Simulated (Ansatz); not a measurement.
# Sc on W(110): change of the work function, part 5 of 5

Aim: the work function of W(110) at several coverages of Sc (longbridge site), and the dipole that each adsorbate carries.

Ansatz 0.2.0; plane-wave DFT, PBE-D3(BJ), Ansatz PAW.

So far, work function, upper face (eV): step 2 (the clean slab) 4.83; step 4 (the covered slab, coverage 0.5 ML) 2.95; step 6 (the slab at 0.25 ML, atoms frozen) 2.33; step 7 (the substrate of the 0.25 ML cell alone) 4.86; step 8 (the adsorbate layer of the 0.25 ML cell alone) 3.45.

## (10) The same run with other settings

This step: plane-wave DFT, PBE-D3(BJ), Ansatz PAW (Ansatz 0.2.0).

System of this step: ScW8 (Sc/W(110)). The cell holds 18 atoms: 16 W and 2 Sc. Cell: a = 5.473 Å, b = 5.473 Å, c = 27.761 Å, α = 90.0°, β = 90.0°, γ = 70.5°. Vacuum lies along c.

A run with a changed input: it repeats the earlier run at 0.5 ML with efield.dipole_correction from true to false and efield.amplitude to 0.05.

input.yaml reads:

```yaml
crystal:
  lattice:
    - [4.468914857, -3.16, 0.0]
    - [4.468914857, 3.16, 0.0]
    - [0.0, 0.0, 27.7613139911]
  atoms:
    - { symbol: W, position: [0.0, 0.0, 0.3241921475] }
    - { symbol: W, position: [0.25, 0.25, 0.40468032] }
    - { symbol: W, position: [0.0, 0.0, 0.4855168647] }
    - { symbol: W, position: [0.25, 0.25, 0.5638759146] }
    - { symbol: W, position: [0.0, 0.5, 0.3241921475] }
    - { symbol: W, position: [0.25, 0.75, 0.40468032] }
    - { symbol: W, position: [0.0, 0.5, 0.4855168647] }
    - { symbol: W, position: [0.25, 0.75, 0.5638759146] }
    - { symbol: W, position: [0.5, 0.0, 0.3241921475] }
    - { symbol: W, position: [0.75, 0.25, 0.40468032] }
    - { symbol: W, position: [0.5, 0.0, 0.4855168647] }
    - { symbol: W, position: [0.75, 0.25, 0.5638759146] }
    - { symbol: W, position: [0.5, 0.5, 0.3241921475] }
    - { symbol: W, position: [0.75, 0.75, 0.40468032] }
    - { symbol: W, position: [0.5, 0.5, 0.4855168647] }
    - { symbol: W, position: [0.75, 0.75, 0.5638759146] }
    - { symbol: Sc, position: [0.0, 0.0, 0.6758078525] }
    - { symbol: Sc, position: [0.5, 0.5, 0.6758078525] }
kpoints:
  mp_grid: { grid: [6, 6, 1] }
hamiltonian:
  xc: pbe
  dispersion: d3bj
scf:
  occupations: { method: fermi_dirac, width: 0.1 }
  convergence: { dr2_threshold: 1.0e-08 }
efield:
  axis: 3
  dipole_correction: false
  ramp_position: 0.97
  ramp_width: 0.06
  amplitude: 0.05
relax:
  f_tol: 0.02
  max_steps: 60
  constraints: [{ sites: [0, 1, 4, 5, 8, 9, 12, 13] }]
output:
  bader: true
  dos: { projected: true, e_range: [-8, 4] }
  write_potential: true
  write_density: true
  volumetric_format: npy
```

Started as:

```sh
> ansatz run input.yaml --threads 4 --pin off --max-ram 6144MiB --backend cpu --events-out ev --progress --plain --runs-dir out
```

Numbers of over 12 decimals in the logs are rounded to 6 here.

Log:

```text
[...]
Crystal: 18 atoms, lattice volume = 784.078 Å³
Basis set: ecut = 420 eV, 15341 PW (Γ), exchange–correlation on 80×80×384 points (8 copies of the dense FFT grid, shifted against one another)
Bands: 148, of which v1, the nominal top of the filled ones, is band 123 counted from 1 (122 counted from 0)
Symmetry: 8 space group operations
[...]
k-points: 13 of 36
[...]
SCF iter   1: F=—  HF=-170426.206523 eV  |F-HF|=—  |Δ(HF+E_count)|=         —  Δρ=1.61e-2  dr2=1.07e2  ethr=1.77e-3  p=0.400 e·Å  V_vac-E_F(+/−)=4.49/3.43 eV  ⟨swp⟩=10.3  Hψ=9675  notcnv=0
[...]
SCF iter  11: F=-170425.141944 eV  HF=-170425.141944 eV  |F-HF|=1.60e-8  |Δ(HF+E_count)|=   3.61e-8  Δρ=4.86e-7  dr2=4.37e-9  ethr=4.07e-12  p=0.668 e·Å  V_vac-E_F(+/−)=4.54/3.62 eV  ⟨swp⟩=12.3  Hψ=14218  notcnv=0
SCF 1 converged in 11 iterations: F = -170425.141944 eV  dr2 = 4.37e-9
[...]
relax step   1: F+E_penalty+E_count = -170425.14194399 eV  Δ(F+E_penalty+E_count) = +0.000e0 eV  max|allowed force component| = 1.817e0 eV/Å  Δτ_max = 0.0000 Å  (11 SCF iters, accepted)
[...]
SCF iter  11: F=-170426.142529 eV  HF=-170426.142529 eV  |F-HF|=3.15e-8  |Δ(HF+E_count)|=   9.73e-8  Δρ=7.88e-7  dr2=9.28e-9  ethr=4.07e-12  p=0.658 e·Å  V_vac-E_F(+/−)=4.56/3.64 eV  ⟨swp⟩=10.0  Hψ=15747  notcnv=0
SCF 2 converged in 11 iterations: F = -170426.142529 eV  dr2 = 9.28e-9
relax step   2: F+E_penalty+E_count = -170426.14252860 eV  Δ(F+E_penalty+E_count) = -1.001e0 eV  max|allowed force component| = 1.887e0 eV/Å  Δτ_max = 0.1949 Å  (11 SCF iters, accepted)
[...]
SCF iter  12: F=-170426.942935 eV  HF=-170426.942935 eV  |F-HF|=3.43e-9  |Δ(HF+E_count)|=   2.73e-8  Δρ=4.84e-7  dr2=6.50e-9  ethr=1.87e-12  p=0.682 e·Å  V_vac-E_F(+/−)=4.53/3.61 eV  ⟨swp⟩=11.6  Hψ=13916  notcnv=0
SCF 3 converged in 12 iterations: F = -170426.942935 eV  dr2 = 6.50e-9
relax step   3: F+E_penalty+E_count = -170426.94293549 eV  Δ(F+E_penalty+E_count) = -8.004e-1 eV  max|allowed force component| = 1.676e0 eV/Å  Δτ_max = 0.1950 Å  (12 SCF iters, accepted)
[...]
relax step   4: F+E_penalty+E_count = -170427.52219241 eV  Δ(F+E_penalty+E_count) = -5.793e-1 eV  max|allowed force component| = 1.056e0 eV/Å  Δτ_max = 0.1950 Å  (12 SCF iters, accepted)
[...]
relax step   5: F+E_penalty+E_count = -170427.83586772 eV  Δ(F+E_penalty+E_count) = -3.137e-1 eV  max|allowed force component| = 4.828e-1 eV/Å  Δτ_max = 0.2000 Å  (11 SCF iters, accepted)
[...]
relax step   6: F+E_penalty+E_count = -170427.88105477 eV  Δ(F+E_penalty+E_count) = -4.519e-2 eV  max|allowed force component| = 5.655e-2 eV/Å  Δτ_max = 0.1000 Å  (11 SCF iters, accepted)
SCF iter   1: F=—  HF=-170427.880500 eV  |F-HF|=—  |Δ(HF+E_count)|=         —  Δρ=1.35e-4  dr2=4.13e-4  ethr=2.02e-6  p=0.797 e·Å  V_vac-E_F(+/−)=4.31/3.45 eV  ⟨swp⟩=2.0  Hψ=2976  notcnv=0
[...]
SCF iter   7: F=-170427.881242 eV  HF=-170427.881242 eV  |F-HF|=1.95e-9  |Δ(HF+E_count)|=   1.29e-8  Δρ=4.98e-7  dr2=7.22e-9  ethr=4.07e-12  p=0.796 e·Å  V_vac-E_F(+/−)=4.31/3.45 eV  ⟨swp⟩=11.5  Hψ=13910  notcnv=0
SCF 7 converged in 7 iterations: F = -170427.881242 eV  dr2 = 7.22e-9
relax step   7: F+E_penalty+E_count = -170427.88124150 eV  Δ(F+E_penalty+E_count) = -1.867e-4 eV  max|allowed force component| = 4.137e-3 eV/Å  Δτ_max = 0.0027 Å  (7 SCF iters, accepted)
[...]
SCF converged after 7 iterations
Free energy (F): -170427.881242 eV
[...]
Internal energy: -170427.436885 eV  (E = F + TS)
E sigma→0 (E₀):  -170427.659063 eV
Entropy (-TS):   -0.444357 eV (-24.686 meV/atom)
Fermi energy:    5.581828 eV
Dipole field:    D = 0.183838 V/Å  (p = 0.796587 e·Å, saw-weighted)
Work function:   not extracted (applied field tilts the vacuum); planar V_es + V_field profile in the machine report
[...]
--- Forces (eV/Å), atoms counted from 1 ---
  atom   1  W      0.00000000     0.00000000     0.57264936
  atom   2  W      0.00000000    -0.00000000    -0.25912668
  atom   3  W     -0.00000000     0.00000000     0.00413735
  atom   4  W      0.00000000    -0.00000000    -0.00305508
  atom   5  W      0.00000000     0.00000000     0.38240448
  atom   6  W      0.00000000    -0.00000000    -0.69569900
  atom   7  W     -0.00000000    -0.00000000    -0.00298298
  atom   8  W      0.00000000     0.00000000     0.00205475
  atom   9  W     -0.00000000     0.00000000     0.38240448
  atom  10  W      0.00000000    -0.00000000    -0.69569900
  atom  11  W     -0.00000000    -0.00000000    -0.00298298
  atom  12  W      0.00000000     0.00000000     0.00205475
  atom  13  W      0.00000000     0.00000000     0.57264936
  atom  14  W      0.00000000    -0.00000000    -0.25912668
  atom  15  W      0.00000000     0.00000000     0.00413735
  atom  16  W      0.00000000    -0.00000000    -0.00305508
  atom  17  Sc     0.00000000    -0.00000000    -0.00041543
  atom  18  Sc     0.00000000    -0.00000000    -0.00041543
  max |Σ_I F_I| component: 6.64e-5 eV/Å
--- Band table (eV; the first three rows and the last of 13) ---
  k-point 0: bands = [... 119 lower, 5.6008, 6.0772, 6.1238, 6.2031, 6.3824, 6.5110, 6.5994, 6.6636, ... 21 higher]
  k-point 1: bands = [... 119 lower, 5.4650, 5.7139, 5.7473, 5.9437, 6.0643, 6.4275, 6.4348, 6.5773, ... 21 higher]
  k-point 2: bands = [... 119 lower, 5.0283, 5.1317, 5.4813, 5.5683, 5.7645, 5.9006, 5.9614, 6.0652, ... 21 higher]
  k-point 12: bands = [... 119 lower, 4.8844, 4.9476, 5.0264, 5.0353, 5.0847, 5.4359, 5.4826, 5.6547, ... 21 higher]
--- Relaxed structure (7 steps of the walk, 7 accepted, 0 SCFs on fresh bases) ---
  F+E_penalty+E_count = -170427.88124150 eV   max|allowed force component| = 4.137e-3 eV/Å
  atoms:
    - { symbol: W, position: [0.0, 0.0, 0.324192] }
    - { symbol: W, position: [0.25, 0.25, 0.404680] }
    - { symbol: W, position: [0, 0, 0.485248] }
    - { symbol: W, position: [0.25, 0.25, 0.566887] }
    - { symbol: W, position: [2.7755575615628914e-17, 0.5, 0.324192] }
    - { symbol: W, position: [0.25, 0.75, 0.404680] }
    - { symbol: W, position: [2.7755575615628914e-17, 0.5, 0.485272] }
    - { symbol: W, position: [0.25, 0.75, 0.563817] }
    - { symbol: W, position: [0.5, 2.7755575615628914e-17, 0.324192] }
    - { symbol: W, position: [0.75, 0.25, 0.404680] }
    - { symbol: W, position: [0.5, 2.7755575615628914e-17, 0.485272] }
    - { symbol: W, position: [0.75, 0.25, 0.563817] }
    - { symbol: W, position: [0.5, 0.5, 0.324192] }
    - { symbol: W, position: [0.75, 0.75, 0.404680] }
    - { symbol: W, position: [0.5, 0.5, 0.485248] }
    - { symbol: W, position: [0.75, 0.75, 0.566887] }
    - { symbol: Sc, position: [7.774344580004795e-18, -7.774344580004795e-18, 0.643925] }
    - { symbol: Sc, position: [0.5, 0.5, 0.643925] }
--- Bader charges: 18 sites ---
  site symbol  charge [e]  shift [e]
     0      W     -0.0623     0.0000
     1      W      0.0481     0.0000
     2      W      0.0293     0.0000
     3      W     -0.2952     0.0000
     4      W     -0.0693     0.0000
     5      W      0.0438     0.0000
     6      W      0.0356     0.0000
     7      W     -0.5719     0.0002
     8      W     -0.0693     0.0000
     9      W      0.0438     0.0000
    10      W      0.0356     0.0000
    11      W     -0.5719     0.0002
    12      W     -0.0622     0.0000
    13      W      0.0481     0.0000
    14      W      0.0293     0.0000
    15      W     -0.2952     0.0000
    16     Sc      0.8419     0.0002
    17     Sc      0.8419     0.0002
  estimated error of the sums over rays = 8.3e-4 e
```

The job ended after 7.1 min (4 threads of Arm Neoverse V2, shared host; peak memory 3.2 GiB).

```
                     quantity  this run  earlier run  difference
dipole along the normal (e·Å)    0.7966       0.3038        0.49
```

The applied field differs between the two, so the dipoles differ in any case.

With the dipole correction off, the periodic images add a field of their own to the typed one.

These numbers are not those of the isolated slab.

## (11) Varying the input: scf.initial_density.chi_scale = 0.1

System of this step: W(110). The cell holds 4 atoms: 4 W. Its edges and angles: a = 2.737 Å, b = 2.737 Å, c = 24.703 Å, α = 90.0°, β = 90.0°, γ = 70.5°. Vacuum lies along c.

Another changed input: it repeats the earlier run at 0 ML with scf.initial_density.chi_scale to 0.1.

input.yaml reads:

```yaml
crystal:
  lattice:
    - [2.2344574285, -1.58, 0.0]
    - [2.2344574285, 1.58, 0.0]
    - [0.0, 0.0, 24.7033722856]
  atoms:
    - { symbol: W, position: [0.0, 0.0, 0.3643227287] }
    - { symbol: W, position: [0.5, 0.5, 0.4547742429] }
    - { symbol: W, position: [0.0, 0.0, 0.5452257571] }
    - { symbol: W, position: [0.5, 0.5, 0.6356772713] }
kpoints:
  mp_grid: { grid: [12, 12, 1] }
hamiltonian:
  xc: pbe
  dispersion: d3bj
scf:
  occupations: { method: fermi_dirac, width: 0.1 }
  convergence: { dr2_threshold: 1.0e-08 }
  initial_density: { chi_scale: 0.1 }
efield:
  axis: 3
  dipole_correction: true
  ramp_position: 0.97
  ramp_width: 0.06
relax:
  f_tol: 0.02
  max_steps: 60
  constraints: [{ sites: [0, 1] }]
output:
  write_potential: true
  write_density: true
  volumetric_format: npy
```

Log:

```text
[...]
Crystal: 4 atoms, lattice volume = 174.428 Å³
Basis set: ecut = 420 eV, 3461 PW (Γ), exchange–correlation on 40×40×360 points (8 copies of the dense FFT grid, shifted against one another)
Bands: 34, of which v1, the nominal top of the filled ones, is band 28 counted from 1 (27 counted from 0)
Symmetry: 4 space group operations
k-points: 43 of 144
[...]
SCF iter   1: F=—  HF=-41540.059491 eV  |F-HF|=—  |Δ(HF+E_count)|=         —  Δρ=4.13e-2  dr2=1.26e1  ethr=3.10e-3  p=0.000 e·Å  D=6.39e-14 V/Å  ΔV_dip=-0.00 eV  dr2_dipole=7.36e-7  V_vac-E_F(+/−)=6.94/6.94 eV  ⟨swp⟩=8.3  Hψ=16203  notcnv=0  defer=13
[...]
SCF iter  10: F=-41538.442194 eV  HF=-41538.442194 eV  |F-HF|=9.35e-9  |Δ(HF+E_count)|=   9.64e-8  Δρ=1.23e-6  dr2=1.82e-9  ethr=1.79e-11  p=-0.000 e·Å  D=-8.37e-9 V/Å  ΔV_dip=0.00 eV  dr2_dipole=1.42e-14  V_vac-E_F(+/−)=4.90/4.90 eV  ⟨swp⟩=11.9  Hψ=11766  notcnv=0
SCF 1 converged in 10 iterations: F = -41538.442194 eV  dr2 = 1.82e-9
[...]
relax step   1: F+E_penalty+E_count = -41538.44219427 eV  Δ(F+E_penalty+E_count) = +0.000e0 eV  max|allowed force component| = 5.732e-1 eV/Å  Δτ_max = 0.0000 Å  (10 SCF iters, accepted)
Bands: 40, of which v1, the nominal top of the filled ones, is band 28 counted from 1 (27 counted from 0)
[...]
SCF iter   9: F=-41538.367046 eV  HF=-41538.367046 eV  |F-HF|=3.14e-9  |Δ(HF+E_count)|=   1.75e-7  Δρ=1.19e-6  dr2=6.70e-9  ethr=1.79e-11  p=0.010 e·Å  D=9.90e-3 V/Å  ΔV_dip=-0.24 eV  dr2_dipole=4.42e-10  V_vac-E_F(+/−)=4.68/4.92 eV  ⟨swp⟩=12.2  Hψ=12159  notcnv=0
SCF 2 converged in 9 iterations: F = -41538.367046 eV  dr2 = 6.70e-9
[...]
relax step   2: F+E_penalty+E_count = -41538.36704610 eV  Δ(F+E_penalty+E_count) = +7.515e-2 eV  max|allowed force component| = 1.501e0 eV/Å  Δτ_max = 0.1623 Å  (9 SCF iters, rejected (line search))
[...]
SCF iter   9: F=-41538.456560 eV  HF=-41538.456560 eV  |F-HF|=3.15e-9  |Δ(HF+E_count)|=   2.52e-8  Δρ=6.63e-7  dr2=1.60e-9  ethr=1.79e-11  p=0.004 e·Å  D=3.86e-3 V/Å  ΔV_dip=-0.10 eV  dr2_dipole=5.65e-10  V_vac-E_F(+/−)=4.81/4.90 eV  ⟨swp⟩=11.7  Hψ=11678  notcnv=0
SCF 3 converged in 9 iterations: F = -41538.456560 eV  dr2 = 1.60e-9
relax step   3: F+E_penalty+E_count = -41538.45655994 eV  Δ(F+E_penalty+E_count) = -1.437e-2 eV  max|allowed force component| = 1.733e-1 eV/Å  Δτ_max = 0.0625 Å  (9 SCF iters, accepted)
SCF iter   1: F=—  HF=-41538.458313 eV  |F-HF|=—  |Δ(HF+E_count)|=         —  Δρ=7.72e-4  dr2=3.56e-3  ethr=6.90e-5  p=0.004 e·Å  D=3.86e-3 V/Å  ΔV_dip=-0.10 eV  dr2_dipole=3.08e-5  V_vac-E_F(+/−)=4.81/4.90 eV  ⟨swp⟩=2.1  Hψ=3296  notcnv=0  defer=50
[...]
SCF iter   8: F=-41538.457898 eV  HF=-41538.457898 eV  |F-HF|=1.51e-9  |Δ(HF+E_count)|=   1.38e-8  Δρ=3.37e-7  dr2=3.45e-10  ethr=1.79e-11  p=0.003 e·Å  D=3.03e-3 V/Å  ΔV_dip=-0.07 eV  dr2_dipole=5.66e-11  V_vac-E_F(+/−)=4.83/4.90 eV  ⟨swp⟩=10.9  Hψ=10855  notcnv=0
SCF 4 converged in 8 iterations: F = -41538.457898 eV  dr2 = 3.45e-10
relax step   4: F+E_penalty+E_count = -41538.45789799 eV  Δ(F+E_penalty+E_count) = -1.338e-3 eV  max|allowed force component| = 8.808e-3 eV/Å  Δτ_max = 0.0130 Å  (8 SCF iters, accepted)
[...]
SCF converged after 8 iterations
Free energy (F): -41538.457898 eV
[...]
Internal energy: -41538.358206 eV  (E = F + TS)
E sigma→0 (E₀):  -41538.408052 eV
Entropy (-TS):   -0.099692 eV (-24.923 meV/atom)
Fermi energy:    5.205516 eV
Dipole field:    D = 0.003045 V/Å  (p = 0.002935 e·Å, saw-weighted, corrected)
Work function:   Φ+ = 4.8272 eV   Φ− = 4.9024 eV
[...]
--- Forces (eV/Å), atoms counted from 1 ---
  atom   1  W      0.00000000     0.00000000     0.49577564
  atom   2  W      0.00000000    -0.00000000    -0.49767597
  atom   3  W      0.00000000    -0.00000000    -0.00691932
  atom   4  W      0.00000000     0.00000000     0.00880788
  max |Σ_I F_I| component: 1.18e-5 eV/Å
--- Band table (eV; the first three rows and the last of 43) ---
  k-point 0: bands = [... 24 lower, 3.7546, 3.8148, 3.9946, 4.4506, 4.8165, 5.8101, 6.0132, 6.9240, ... 8 higher]
  k-point 1: bands = [... 24 lower, 3.5513, 3.7791, 4.1380, 4.4704, 4.7685, 5.3798, 6.2449, 6.7358, ... 8 higher]
  k-point 2: bands = [... 24 lower, 3.3773, 3.5369, 3.9584, 4.4051, 4.9355, 5.2703, 6.5995, 6.6512, ... 8 higher]
  k-point 42: bands = [... 24 lower, 3.7858, 5.7335, 5.8713, 6.3102, 6.3427, 6.9233, 7.2501, 8.8698, ... 8 higher]
--- Relaxed structure (4 steps of the walk, 3 accepted, 0 SCFs on fresh bases) ---
  F+E_penalty+E_count = -41538.45789799 eV   max|allowed force component| = 8.808e-3 eV/Å
  atoms:
    - { symbol: W, position: [0.0, 0.0, 0.3643227287] }
    - { symbol: W, position: [0.5, 0.5, 0.4547742429] }
    - { symbol: W, position: [-1.6989414941431637e-19, 1.6989414941431637e-19, 0.545617] }
    - { symbol: W, position: [0.5, 0.5, 0.633676] }
```

Run time: 25 s. Hardware: 4 threads; peak memory 0.57 GiB.

Relaxation path:

```
step  energy less that of the first step (eV)  largest force component (eV/Å)
   1                                   0.0000                          0.5732
   2                                   0.0751                          1.5006
   3                                  -0.0144                          0.1733
   4                                  -0.0157                          0.0088
```

Relaxation step 2 was tried and not accepted.

Forces are held to the 4 operations that the run works with; a distortion that breaks them can't arise in this run.

The atoms that moved most (Å):

```
atom     dx     dy      dz  length
  W4  0.000  0.000  -0.049   0.049
  W3  0.000  0.000   0.010   0.010
```

Final coordinates:

```
W
1.0
     2.23446   -1.58000    0.00000
     2.23446    1.58000    0.00000
     0.00000    0.00000   24.70337
W
4
Direct
  0.00000 0.00000 0.36432
  0.50000 0.50000 0.45477
  0.00000 0.00000 0.54562
  0.50000 0.50000 0.63368
```

Numbers from this step:

```
energy at zero smearing        : -41538.4081 eV
work function, upper face      : 4.827 eV
work function, lower face      : 4.902 eV
dipole along the normal        : 0.002935 e·Å
step between the vacuum levels : -0.07522 eV
```

```
                      quantity  this run  earlier run  difference
work function, upper face (eV)     4.827        4.827      4.5e-6
work function, lower face (eV)     4.902        4.902     -7.1e-6
 dipole along the normal (e·Å)  0.002935     0.002936     -4.5e-7
```

Nothing in the table moves by 0.01 in its unit (for the dipole 0.5 % and 5e-5 e·Å). The run took 36 SCF cycles against 35.

## (12) Outcome

| Item | Value |
| --- | --- |
| work function of the clean face | 4.83 eV |
| work function at 0.25 ML | 2.33 eV |
| work function at 0.5 ML | 2.95 eV |
| dipole per adsorbate at 0.25 ML, positive end outwards | 1.86 D |
| step of the potential from the moved charge at 0.25 ML, upper less lower side, atoms held | -2.52 eV |

In words: Sc lowers the work function of W(110) at the lowest coverage, by 2.50 eV: the adsorbate layer has its positive end outwards. The slab has 4 layers, at the tabulated experimental lattice constant, one starting site was run, and quantum-size effects of a slab this thin can reach one or two tenths of an eV. The main runs have no spin polarisation; a magnetic state could lie lower and would change these results.

[Logs are printed without paths, hosts, clocks, repeated set-up lines and the standing remarks that a program may print on its own settings, such as how far it seeks lower states.]

[Hosts, paths, dates, database ids (printed as entryN), source tags and the programs' standing remarks are cut or masked in the printed files.]

[Maps of the electrostatic potential energy from Ansatz leave out the sawtooth potential of an applied field or a dipole correction, so their vacuum need not be flat; planar profiles and work functions include it.]
